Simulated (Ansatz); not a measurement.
# LiF (Griceite, Fm-3m): from the cell to its phonons, part 2 of 2

Task: relax LiF (Griceite, Fm-3m), then find its harmonic phonons.

Ansatz 0.2.0; DFT LDA, scalar-relativistic, plane waves, PAW.

So far. Step 4 (Relaxing to small forces for the phonons): The forces vanish by symmetry and the pressure is -0.005 GPa, within the tolerances set. The cell now holds 7.47 Å³/atom. Step 5 (Zone-centre response): Before it was imposed, the acoustic sum rule was missed by 8.1e-5 eV/Å² and the charge sum rule by 8.1e-7 e. Small misses are needed for a sound result but don't prove that mesh and cutoff are converged. The lowest optical mode is real, 339 cm⁻¹. The relaxed cell has a = 3.909 Å (conventional setting).

## (6) The dispersion (continued)

Second derivatives of the energy by pair, one row for each kind of neighbour of each atom listed. Each entry sums the pair over the periodic images of the supercell that the q mesh stands for, and in a polar crystal it holds the long-range dipole part too. Force constants by pair, by row:

| atom | neighbour | distance (Å) | third of the trace (eV/Å²) | along the pair's line (eV/Å²) |
| --- | --- | --- | --- | --- |
| Li1 | itself | 0 | 4.478 | – |
| Li1 | F | 1.954 | -0.6301 | -0.5435 |
| Li1 | Li | 2.764 | -0.0303 | -0.836 |
| Li1 | F | 3.385 | -0.005 | 0.3286 |
| Li1 | Li | 3.909 | -0.1056 | -0.3785 |
| Li1 | F | 4.37 | 0.0354 | 0.2158 |
| Li1 | Li | 4.787 | -0.0248 | -0.1509 |
| Li1 | Li | 5.528 | -0.0146 | -0.1602 |
| Li1 | F | 5.863 | 0.0387 | 0.079 |
| F2 | itself | 0 | 6.305 | – |
| F2 | Li | 1.954 | -0.6301 | -0.5435 |
| F2 | F | 2.764 | -0.2157 | -1.163 |
| F2 | Li | 3.385 | -0.005 | 0.3286 |
| F2 | F | 3.909 | -0.0283 | -0.2439 |
| F2 | Li | 4.37 | 0.0354 | 0.2158 |
| F2 | F | 4.787 | -0.0267 | -0.1469 |
| F2 | F | 5.528 | -0.0556 | -0.2287 |
| F2 | Li | 5.863 | 0.0387 | 0.079 |

Harmonic thermodynamic functions per atom, from the density of states. Interpolated from a 4×4×4 q mesh. Thermodynamic functions, by row:

| T (K) | F_vib (meV/atom) | S (J/mol-atom/K) | C_V (J/mol-atom/K) |
| --- | --- | --- | --- |
| 0 | 64.57 | 0 | 0 |
| 50 | 64.54 | 0.222 | 0.782 |
| 100 | 64.04 | 2.091 | 5.746 |
| 200 | 58.25 | 9.367 | 15.33 |
| 300 | 44.73 | 16.53 | 19.71 |
| 400 | 24.4 | 22.51 | 21.75 |
| 500 | -1.59 | 27.49 | 22.81 |
| 600 | -32.33 | 31.71 | 23.43 |
| 700 | -67.12 | 35.35 | 23.82 |
| 800 | -105.5 | 38.55 | 24.07 |
| 900 | -146.9 | 41.4 | 24.25 |
| 1000 | -191.2 | 43.96 | 24.38 |

Harmonic mean-square displacement, third of the trace. Interpolated from a 4×4×4 q mesh. Mean square displacements, by row:

| T (K) | Li1 U_eq (Å²) | F2 U_eq (Å²) |
| --- | --- | --- |
| 0 | 0.00657 | 0.00339 |
| 100 | 0.00692 | 0.00381 |
| 300 | 0.01054 | 0.00703 |
| 600 | 0.01838 | 0.01304 |

Symmetry leaves 8 wavevectors to solve. The lowest mode among them, the acoustic zeros apart, lies at q = (0, 0, 0.25) and is real, 154 cm⁻¹.

## (7) Finite displacements in a supercell

Finite displacements in a 2×2×2 supercell give force constants from forces alone. They are exact at the wavevectors that the supercell holds, where they check the linear-response result.

File input.yaml:

```yaml
crystal:
  lattice:
    - [0.0, 1.9544544205, 1.9544544205]
    - [1.9544544205, 0.0, 1.9544544205]
    - [1.9544544205, 1.9544544205, 0.0]
  atoms:
    - { symbol: Li, position: [0.0, 0.0, 0.0] }
    - { symbol: F, position: [0.5, 0.5, 0.5] }
kpoints:
  mp_grid: { grid: [12, 12, 12] }
hamiltonian:
  xc: lda
scf:
  occupations: { method: fixed }
output:
  eigenvalues: true
phonons:
  method: fd
  supercell: [2, 2, 2]
  temperatures: { t_max: 1000, t_step: 50 }
  qpath:
    path:
      - [[0.0, 0.0, 0.0], [0.5, 0.0, 0.5], [0.625, 0.25, 0.625]]
      - [[0.375, 0.375, 0.75], [0.0, 0.0, 0.0], [0.5, 0.5, 0.5], [0.5, 0.25, 0.75], [0.5, 0.0, 0.5]]
    npoints: 10
  non_analytic_term:
    high_frequency_dielectric_tensor: [[2.1182, 0.0, 0.0], [0.0, 2.1182, 0.0], [0.0, 0.0, 2.1182]]
    born_effective_charges:
      - { species: Li, tensor: [[1.0405, 0.0, 0.0], [0.0, 1.0405, 0.0], [0.0, 0.0, 1.0405]] }
      - { species: F, tensor: [[-1.0405, 0.0, 0.0], [0.0, -1.0405, 0.0], [0.0, 0.0, -1.0405]] }
    source: "zone-centre run at this cell"
```

On the command line:

```sh
$ ansatz run input.yaml --threads 4 --pin off --max-ram 7168MiB --backend cpu --events-out ev --progress --plain --runs-dir out
```

Run time: 7.5 s. Hardware: 4 threads of Arm Neoverse V1, shared host; peak memory 0.53 GiB; 28 s of CPU time.

Numbers from this step:

```
atoms in the supercell               : 16
sum-rule residual before enforcement : 2.24e-4 eV/Å²
```

Interpolated from a 2×2×2 supercell, rough between the solved points, with the LO-TO term (at Γ the limit along the path; where Γ stands inside the path, tables give the limit on arrival). The phonon branches at the labelled points (cm⁻¹):

| point | branch 1 | branch 2 | branch 3 | branch 4 | branch 5 | branch 6 |
| --- | --- | --- | --- | --- | --- | --- |
| Γ | 0 | 0 | 0 | 339 | 339 | 668 |
| halfway | 184 | 184 | 281 | 370 | 370 | 586 |
| X | 253 | 253 | 376 | 376 | 376 | 482 |
| halfway | 251 | 276 | 370 | 370 | 396 | 474 |
| U | 247 | 317 | 350 | 350 | 448 | 456 |
| jump to K | 247 | 317 | 350 | 350 | 448 | 456 |
| halfway | 193 | 210 | 292 | 302 | 385 | 618 |
| Γ | 0 | 0 | 0 | 339 | 339 | 668 |
| halfway | 160 | 160 | 268 | 330 | 330 | 652 |
| L | 231 | 231 | 317 | 317 | 398 | 625 |
| halfway | 246 | 277 | 336 | 367 | 385 | 552 |
| W | 283 | 326 | 326 | 390 | 432 | 432 |
| halfway | 269 | 278 | 364 | 383 | 394 | 467 |
| X | 253 | 253 | 376 | 376 | 376 | 482 |

Tetrahedra on a 28×28×28 mesh, mean over bins of 10 cm-1. Interpolated from a 2×2×2 supercell, rough between the solved points. Table of phonon density of states by wavenumber; read off at these points:

wavenumber (cm⁻¹), phonon density of states (1/cm⁻¹/cell) and a bar:
```
        5     0.0000 
       25     0.0001 
       55     0.0003 
       75     0.0006 
       95     0.0010 #
      115     0.0015 #
      145     0.0028 ##
      165     0.0040 ###
      185     0.0059 ####
      205     0.0090 #######
      235     0.0254 ##################
      245     0.0281 ####################
      255     0.0227 ################
      275     0.0134 ##########
      305     0.0168 ############
      325     0.0250 ##################
      345     0.0377 ###########################
      355     0.0413 ##############################
      365     0.0347 #########################
      395     0.0134 ##########
      415     0.0081 ######
      435     0.0028 ##
      465     0.0035 ###
      485     0.0051 ####
      505     0.0045 ###
      525     0.0046 ###
      555     0.0050 ####
      575     0.0054 ####
      595     0.0057 ####
      615     0.0061 ####
      645     0.0035 ###
      665     0.0011 #
```

At Γ the two methods differ by at most 0.0 cm⁻¹.

## (8) Outcome

| Quantity | Value |
| --- | --- |
| space group after relaxation (within 0.01 Å) | Fm-3m |
| volume per atom | 7.47 Å³ |
| gap on the k-mesh | 9.70 eV |
| highest optical mode at the zone centre (no LO-TO term) | 339 cm⁻¹ |
| top of the zone-centre spectrum with the field | 668 cm⁻¹ |
| lowest optical zone-centre mode | 339 cm⁻¹ |
| mean high-frequency dielectric constant | 2.12 |
| mean static dielectric constant | 8.22 |
| largest Born charge (third of the trace) | 1.04 e |
| lowest mode on the q mesh (acoustic modes at Γ apart) | 154 cm⁻¹ |
| highest frequency on the path or at a solved wavevector | 668 cm⁻¹ |
| zero-point energy per atom | 64.6 meV |
| heat capacity at 300 K | 19.7 J/(mol atoms K) |
| vibrational entropy at 300 K | 16.5 J/(mol atoms K) |
| Debye temperature (second moment) | 679 K |
| imaginary modes on the 4×4×4 q mesh | none |

**Reading.** The structure is a minimum as far as tested: no mode is imaginary at the 8 irreducible wavevectors of the 4×4×4 mesh, and the softest away from the acoustic zeros lies at 154 cm⁻¹. Without the field, the optical modes at Γ form one degenerate level at 339 cm⁻¹. The highest mode in this list at Γ, 339.2 cm⁻¹, is mostly motion of Li (73 % of the kinetic energy). With the macroscopic field of the longitudinal modes the top of the zone-centre spectrum lies at 668 cm⁻¹, against 339 cm⁻¹ without it. Lattice motion raises the mean dielectric constant from 2.118 to 8.219. The strongest infrared line is at 339 cm⁻¹. Finite displacements and linear response differ by 0.0 cm⁻¹ in the highest zone-centre mode. These are harmonic frequencies at zero temperature: anharmonic shifts, linewidths and thermal expansion are left out.

[Logs are printed without paths, hosts, clocks, repeated set-up lines and the standing remarks that a program may print on its own settings, such as how far it seeks lower states.]

[Hosts, paths, dates, database ids (printed as entryN), source tags and the programs' standing remarks are cut or masked in the printed files.]
